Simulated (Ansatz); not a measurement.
## Cs2AgBiBr6 (Fm-3m): a many-body input that goes wrong, and its mend

What is wrong with this input for Cs2AgBiBr6 (Fm-3m)?

Program: Ansatz 0.2.0. Level of theory: G0W0 on PBE, plane waves, PAW. Results are calculated unless marked as measured.

In doubt: one-shot GW on d or f shells is unsure, so the values of those runs are not to be relied on.

### 1. Set-up

Symmetry: Fm-3m, No. 225, cubic system. The conventional cell has a = 11.232 Å, b = 11.232 Å, c = 11.232 Å, α = 90.00°, β = 90.00°, γ = 90.00°. Nearest to Cs lie 12 Br at 3.97 Å. Nearest to Ag lie 6 Br at 2.80 Å. Nearest to Bi lie 6 Br at 2.81 Å. Nearest to Br lie 1 Ag at 2.80 Å and 1 Bi at 2.81 Å and 4 Cs at 3.97 Å. Farther neighbours and most contacts between anions are not listed.

As a file:

```cif
data_structure
_symmetry_space_group_name_H-M 'P 1'
_symmetry_Int_Tables_number 1
_cell_length_a 7.9424
_cell_length_b 7.9424
_cell_length_c 7.9424
_cell_angle_alpha 60.000
_cell_angle_beta 60.000
_cell_angle_gamma 60.000
_cell_volume 354.27
loop_
_atom_site_label
_atom_site_type_symbol
_atom_site_fract_x
_atom_site_fract_y
_atom_site_fract_z
_atom_site_occupancy
Cs1 Cs 0.25000 0.25000 0.25000 1
Cs2 Cs 0.75000 0.75000 0.75000 1
Ag3 Ag 0.50000 0.50000 0.50000 1
Bi4 Bi 0.00000 0.00000 0.00000 1
Br5 Br 0.25055 0.74945 0.25055 1
Br6 Br 0.25055 0.74945 0.74945 1
Br7 Br 0.74945 0.25055 0.74945 1
Br8 Br 0.74945 0.25055 0.25055 1
Br9 Br 0.25055 0.25055 0.74945 1
Br10 Br 0.74945 0.74945 0.25055 1
```

The cell and positions come from the Crystallography Open Database and are kept as given unless a step says otherwise. Spin-orbit coupling is left out unless a step names it. The default PAW set here is soft_2. Its files were made with PBE.

### 2. First try

Contents of input.yaml:

```yaml
crystal:
  lattice:
    - [0.0, 5.6161, 5.6161]
    - [5.6161, 0.0, 5.6161]
    - [5.6161, 5.6161, 0.0]
  atoms:
    - { symbol: Cs, position: [0.25, 0.25, 0.25] }
    - { symbol: Cs, position: [0.75, 0.75, 0.75] }
    - { symbol: Ag, position: [0.5, 0.5, 0.5] }
    - { symbol: Bi, position: [0.0, 0.0, 0.0] }
    - { symbol: Br, position: [0.25055, 0.74945, 0.25055] }
    - { symbol: Br, position: [0.25055, 0.74945, 0.74945] }
    - { symbol: Br, position: [0.74945, 0.25055, 0.74945] }
    - { symbol: Br, position: [0.74945, 0.25055, 0.25055] }
    - { symbol: Br, position: [0.25055, 0.25055, 0.74945] }
    - { symbol: Br, position: [0.74945, 0.74945, 0.25055] }
kpoints:
  mp_grid: { grid: [2, 2, 2] }
hamiltonian:
  xc: pbe
scf:
  occupations: { method: fixed }
gw:
  n_empty_bands: 575
  ecut_chi: 10
  qp_bands: [v3, c3]
  qp_kpoints: band_edges
  screening: { model: contour_deformation }
```

Started as:

```sh
$ ansatz run input.yaml --threads 3 --pin off --max-ram 92160MiB --backend cuda --events-out ev --progress --plain --runs-dir out --devices 1 --max-vram 13GiB
```

Numbers of over 12 decimals in the logs are rounded to 6 here.

What it wrote:

```text
GPUs: using 1 of 1 available (devices: 1).
Engine: ansatz 0.2.0, x86_64-unknown-linux-gnu
Pseudopotentials: kind: paw
Pseudopotential: Cs, paw, valence charge 9, recommended cutoff 420 eV (normal), Cs.paw.azcp
Pseudopotential: Ag, paw, valence charge 19, recommended cutoff 420 eV (normal), Ag.paw.azcp
Pseudopotential: Bi, paw, valence charge 15, recommended cutoff 420 eV (normal), Bi.paw.azcp
Pseudopotential: Br, paw, valence charge 7, recommended cutoff 420 eV (normal), Br.paw.azcp
Functional definition: PBE
  parameter kappa = 0.804
  parameter beta = 0.066725
  exchange = pbe_x(kappa = kappa, mu = beta*pi^2/3)
  correlation = pbe_c(beta = beta)
device memory: the entry about to start is reckoned to put 4.4 GiB on a device that reports 42.3 GiB free (of which the cap on the GPU budget leaves the run 13.0 GiB)
GPU FFT provider: cuFFT
GPU libraries: cuBLAS 13.8.2, cuFFT 12.4.0, cuSOLVER 12.3.4
Crystal: 10 atoms, lattice volume = 354.270 Å³
Basis set: ecut = 420 eV, 6879 PW (Γ)
Bands: 57, of which v1, the nominal top of the filled ones, is band 47 counted from 1 (46 counted from 0)
Symmetry: 48 space group operations
Space group: Fm-3m (ITA 225), of the structure as read, at distance tolerance 7.1e-5 Å
k-points: 3 of 8
Non-local potential: Cs, projectors of the file, l = 0: 3, l = 1: 2, l = 2: 2, l = 3: 2
Non-local potential: Ag, projectors of the file, l = 0: 3, l = 1: 2, l = 2: 2, l = 3: 1
Non-local potential: Bi, projectors of the file, l = 0: 2, l = 1: 2, l = 2: 2, l = 3: 2
Non-local potential: Br, projectors of the file, l = 0: 2, l = 1: 2, l = 2: 2
PAW form: soft (Blöchl's): semilocal exchange-correlation on the pseudo side does not see the compensation charge
PAW one-centre angular grid: Cs, 194 points (default); XC on 64 Gauss nodes
PAW one-centre angular grid: Ag, 590 points (default); XC on 64 Gauss nodes
PAW one-centre angular grid: Bi, 590 points (default); XC on 64 Gauss nodes
PAW one-centre angular grid: Br, 110 points (default); XC on 64 Gauss nodes
Initial density: superposition of atomic densities (neutral atoms: chi_scale 0, normalization atom), corrected by the library's trained network
Initial wavefunctions: pseudopotential atomic-orbital guess
GPU buffer pool allocated for 157464 grid points (all kernels)
GPU transforms: local potential and band sums: pruned to the plane-wave sphere, on 54×54×54
Functional: x = pbe(κ = 0.804, μ = 0.219515), c = pbe(β = 0.066725)
SCF iter   1: F=—  HF=-48038.825932 eV  |F-HF|=—  |Δ(HF+E_count)|=         —  Δρ=6.39e-4  dr2=2.60e-3  ethr=1.77e-3  ⟨swp⟩=5.3  Hψ=594  notcnv=0  defer=21
preconditioner: auto → Resta (q_TF=auto, 2.187 Å⁻¹)  ε∞=3.6  [insulator: Δε(μ)=1.245 eV  Ē_g=10.313 eV  n_scr=58 (ndim 8)  ℏωp=16.7 eV  f_vac=0.040  ε∞_Penn≈3.6]
SCF iter   2: F=—  HF=-48038.831409 eV  |F-HF|=—  |Δ(HF+E_count)|=   5.48e-3  Δρ=3.06e-4  dr2=2.10e-4  ethr=2.77e-6  ⟨swp⟩=3.0  Hψ=463  notcnv=0  defer=23
SCF iter   3: F=—  HF=-48038.831575 eV  |F-HF|=—  |Δ(HF+E_count)|=   1.66e-4  Δρ=1.58e-4  dr2=5.59e-5  ethr=2.23e-7  ⟨swp⟩=2.0  Hψ=229  notcnv=0  defer=22
SCF iter   4: F=—  HF=-48038.831663 eV  |F-HF|=—  |Δ(HF+E_count)|=   8.77e-5  Δρ=4.78e-5  dr2=7.90e-6  ethr=5.95e-8  ⟨swp⟩=2.0  Hψ=263  notcnv=0  defer=21
SCF iter   5: F=—  HF=-48038.831663 eV  |F-HF|=—  |Δ(HF+E_count)|=   4.86e-7  Δρ=1.34e-5  dr2=7.21e-7  ethr=8.40e-9  ⟨swp⟩=2.0  Hψ=300  notcnv=0  defer=22
SCF iter   6: F=-48038.831664 eV  HF=-48038.831664 eV  |F-HF|=6.40e-9  |Δ(HF+E_count)|=   8.56e-7  Δρ=3.03e-6  dr2=4.31e-8  ethr=1.06e-10  ⟨swp⟩=17.7  Hψ=938  notcnv=0
SCF 1 converged in 6 iterations: F = -48038.831664 eV  dr2 = 4.31e-8
[...]
device memory: the entry about to start is reckoned to put 5.4 GiB (of the 5.5 GiB reckoned in all, the device holds 0.1 GiB already) on a device that reports 42.2 GiB free (of which the cap on the GPU budget leaves the run 12.9 GiB)
NSCF: frozen V_eff on 3 k-points
[...]
device memory: the entry about to start is reckoned to put 6.3 GiB on a device that reports 42.3 GiB free (of which the cap on the GPU budget leaves the run 13.0 GiB)
NSCF: frozen V_eff on 3 k-points
G₀W₀ screening: q 1/3
[... further progress lines ...]
device memory: the entry about to start is reckoned to put 1.4 GiB on a device that reports 41.6 GiB free (of which the cap on the GPU budget leaves the run 13.0 GiB)
NSCF: frozen V_eff on 1 k-points
device memory: the entry about to start is reckoned to put 1.4 GiB on a device that reports 41.6 GiB free (of which the cap on the GPU budget leaves the run 13.0 GiB)
NSCF: frozen V_eff on 1 k-points
SCF converged after 6 iterations
Free energy (F): -48038.831664 eV
Harris-Foulkes:  -48038.831664 eV  (|F-HF|=6.40e-9)
Internal energy: -48038.831664 eV  (E = F + TS)
E sigma→0 (E₀):  -48038.831664 eV
Fermi energy:    4.467299 eV
--- Per-component energies (eV) ---
  E_band       = -797.612010
  E_kinetic    = 1917.401362
  E_local      = -8313.720587  (includes V_loc(G=0)·N_el)
  E_nonlocal   = 1129.057446
  E_hartree    = 3268.780947
  E_xc         = -2273.417228
  E_vxc        = -1255.086492  (∫ρ·V_xc dr)
  E_paw        = -38180.965163  (= ΣΔE_a)
  E_vpaw       = -812.835067  (= ΣTr[D̂ρ^β])
  E_aug_tail   = -0.000082  (compensation charges beyond the density's cutoff)
  E_ewald      = -5585.968359
  E_smearing   = -0.000000  (= −TS)
  E_closure    = -0.000000  (closes the sum)
  Σ components = -48038.831664   (vs F -48038.831664, Δ=0.00e0)
--- Band table (eV) ---
  k-point 0: bands = [... 43 lower, 3.2209, 3.2209, 3.7748, 3.7748, 6.7482, 6.7482, 6.7482, 8.0610, ... 6 higher]
  k-point 1: bands = [... 43 lower, 2.9219, 3.0703, 3.1829, 3.1829, 5.7010, 8.1537, 8.1537, 9.3734, ... 6 higher]
  k-point 2: bands = [... 43 lower, 2.8871, 3.2041, 3.7690, 4.4673, 7.2559, 7.2559, 7.6269, 8.8064, ... 6 higher]
--- G₀W₀: contour deformation, 7 samples at zero and on the imaginary axis and 2 off it, 8 q-points, 575 empty bands' worth ---
  eigenvalues of the whole cell's RPA ε∞ on this k-mesh (on a slab, of 1 + 4πα/V) = 6.4276, 6.4276, 6.4276; static W/v taken at q = 0 is 0.155580
  gw.qp_kpoints: band_edges: 3 of 3 stored k-points solved, in 1 pass; an edge of the gap read off the rows below is read off those points alone
    ik  band        ε_KS         Σx   Σc(E_QP)       V_xc       Z   E_QP_lin       E_QP  E_QP is
     0    45      3.2209   -19.8580     3.1120   -16.0215  0.7936     2.4837     2.4965  root
     0    46      3.7748   -26.6134     3.0881   -22.6073  0.7959     2.8374     2.8569  root
     0    47      3.7748   -26.6134     3.0881   -22.6073  0.7959     2.8374     2.8569  root
     0    48      6.7482    -9.4779    -2.8338   -13.3134  0.8119     7.7701     7.7497  root
     0    49      6.7482    -9.4779    -2.8338   -13.3134  0.8119     7.7701     7.7497  root
     0    50      6.7482    -9.4779    -2.8338   -13.3134  0.8119     7.7701     7.7497  root
     1    45      3.0703   -18.7968     2.3097   -16.2431  0.8018     2.8250     2.8262  root
     1    46      3.1829   -23.2056     3.2245   -19.1260  0.7934     2.3052     2.3278  root
     1    47      3.1829   -23.2056     3.2245   -19.1260  0.7934     2.3052     2.3278  root
     1    48      5.7010    -9.8247    -2.7591   -13.6712  0.8144     6.8101     6.7883  root
     1    49      8.1537   -12.4926    -2.9128   -16.4888  0.7865     9.2294     9.2371  root
     1    50      8.1537   -12.4926    -2.9128   -16.4888  0.7865     9.2294     9.2371  root
     2    45      3.2041   -19.7988     3.1046   -15.9683  0.7935     2.4653     2.4782  root
     2    46      3.7690   -26.6210     3.0925   -22.6078  0.7956     2.8285     2.8483  root
     2    47      4.4673   -24.3395     2.4601   -21.3670  0.8076     3.9501     3.9548  root
     2    48      7.2559   -10.3862    -2.8977   -14.3640  0.8058     8.3647     8.3360  root
     2    49      7.2559   -10.3862    -2.8977   -14.3640  0.8058     8.3647     8.3360  root
     2    50      7.6269   -10.8628    -2.9899   -14.9798  0.8001     8.7916     8.7540  root
```

It took 13 s on 1 × NVIDIA H100 80GB HBM3 (shared by 6 runs) with 3 threads of AMD EPYC 7R13 (Zen 3), shared host; peak memory 1.5 GiB.

The column dr2 measures how far the density is from self-consistency, as an energy; F and HF (Harris–Foulkes) agree once it is small.

**Diagnosis.**

The run ended normally, though the input holds a fault or crude settings.

The fault: screening cutoff of 10 eV. Nearly all local fields and short-range correlation are left out.

It printed a gap of 2.83 eV, which is an artefact of the settings.

### 3. A better input

Now the one-shot GW correction: screening in the RPA, then the self-energy of the levels asked for.

input.yaml, as its differences from that of step 2:

```diff
@@ -23,4 +23,4 @@
 gw:
-  n_empty_bands: 575
-  ecut_chi: 10
+  n_empty_bands: 491
+  ecut_chi: 72
   qp_bands: [v3, c3]
```

What it wrote:

```text
GPUs: using 1 of 1 available (devices: 1).
[...]
GPU FFT provider: cuFFT
GPU libraries: cuBLAS 13.8.2, cuFFT 12.4.0, cuSOLVER 12.3.4
Crystal: 10 atoms, lattice volume = 354.270 Å³
Basis set: ecut = 420 eV, 6879 PW (Γ)
Bands: 57, of which v1, the nominal top of the filled ones, is band 47 counted from 1 (46 counted from 0)
[... 1 set-up line as in the run before ...]
[...]
k-points: 3 of 8
[...]
GPU buffer pool allocated for 157464 grid points (all kernels)
[...]
SCF iter   1: F=—  HF=-48038.825932 eV  |F-HF|=—  |Δ(HF+E_count)|=         —  Δρ=6.39e-4  dr2=2.60e-3  ethr=1.77e-3  ⟨swp⟩=5.3  Hψ=594  notcnv=0  defer=21
[...]
SCF iter   6: F=-48038.831664 eV  HF=-48038.831664 eV  |F-HF|=6.40e-9  |Δ(HF+E_count)|=   8.56e-7  Δρ=3.03e-6  dr2=4.31e-8  ethr=1.06e-10  ⟨swp⟩=17.7  Hψ=938  notcnv=0
SCF 1 converged in 6 iterations: F = -48038.831664 eV  dr2 = 4.31e-8
[...]
0    45      3.2209   -19.8580     2.9761   -16.0215  0.7464     2.3404     2.3605  root
     0    46      3.7748   -26.6134     3.4621   -22.6073  0.7436     3.2237     3.2309  root
     0    47      3.7748   -26.6134     3.4621   -22.6073  0.7436     3.2237     3.2309  root
     0    48      6.7482    -9.4779    -3.3149   -13.3134  0.7792     7.2742     7.2688  root
     0    49      6.7482    -9.4779    -3.3149   -13.3134  0.7792     7.2742     7.2688  root
     0    50      6.7482    -9.4779    -3.3149   -13.3134  0.7792     7.2742     7.2688  root
     1    45      3.0703   -18.7968     2.0111   -16.2431  0.7555     2.5206     2.5276  root
     1    46      3.1829   -23.2056     3.3616   -19.1260  0.7422     2.4490     2.4649  root
[...]
2    47      4.4673   -24.3395     2.5651   -21.3670  0.7586     4.0565     4.0598  root
     2    48      7.2559   -10.3862    -3.3895   -14.3640  0.7691     7.8525     7.8441  root
     2    49      7.2559   -10.3862    -3.3895   -14.3640  0.7691     7.8525     7.8441  root
     2    50      7.6269   -10.8628    -3.4825   -14.9798  0.7605     8.2732     8.2613  root
[key lines of the parts left out:]
SCF converged after 6 iterations
Free energy (F): -48038.831664 eV
Fermi energy:    4.467299 eV
```

Run time: 18 s. Hardware: 1 × NVIDIA H100 80GB HBM3 (shared by 6 runs) with 3 threads; peak memory 1.5 GiB.

Numbers from this step:

| Quantity | Value |
| --- | --- |
| bands summed | 538 |
| RPA ε∞ on this mesh (eigenvalues) | 5.830, 5.830, 5.830 |
| plane waves in the screening matrix | 531 |
| q-points in the mesh | 8 |
| G0W0 gap on the mesh | 2.152 eV |
| k of the valence top | 0, -0.5, -0.5 |
| k of the conduction bottom | 0, 0, -0.5 |
| starting gap on the mesh | 1.234 eV |
| Z at the valence top | 0.7586 |
| Z at the conduction bottom | 0.7828 |
| least direct G0W0 gap on the computed points | 3.684 eV |

The gap on the mesh goes from 1.23 eV to 2.15 eV, a correction of +0.92 eV. Between the two edge states, bare exchange in place of the xc potential would open the gap by 6.82 eV, and correlation takes back 5.90 eV.

### 4. Results

| Property | Result |
| --- | --- |
| first try | converged after 13 s |
| better run | G0W0 gap on the mesh 2.15 eV (2×2×2 mesh, 491 empty bands, screening to 72 eV) |

The second run differs in: empty bands and screening cutoff (eV). Bands and cutoff are finite, so the gap is not at the basis limit. The miss can reach some tenths of an eV and take either sign; the mesh is an error of its own. The 2×2×2 mesh is coarse for this cell (its supercell is 16 Å along the shortest edge). The RPA ε∞ on it, from the PBE start, is 5.83; such meshes misread the long-range screening, most where the gap is narrow. Where an edge is built on 6p states of lead, bismuth or thallium, scalar-relativistic gaps usually stand too wide, by a few tenths to over one eV. A d shell, filled or nearly so, lies near the gap. One-shot GW converges very slowly in bands there, not always from below, and on a semilocal start the gap tends to come out low; starts rich in exact exchange can overshoot instead. The many-body steps are scalar-relativistic: spin-orbit coupling is not in them.

[Paths, hosts, dates, memory and timing lines, banners, echoed tables and standing remarks are left out of the program output.]

[Logs are printed without paths, hosts, clocks, repeated set-up lines and the standing remarks that a program may print on its own settings, such as how far it seeks lower states.]

[Runs of the session that timed out or met a known fault of the program may be left out.]

[Cells called generated may have been cut or substituted from an entry of the Crystallography Open Database or the Materials Project.]

[Hosts, paths, dates, database ids (printed as entryN), source tags and the programs' standing remarks are cut or masked in the printed files.]
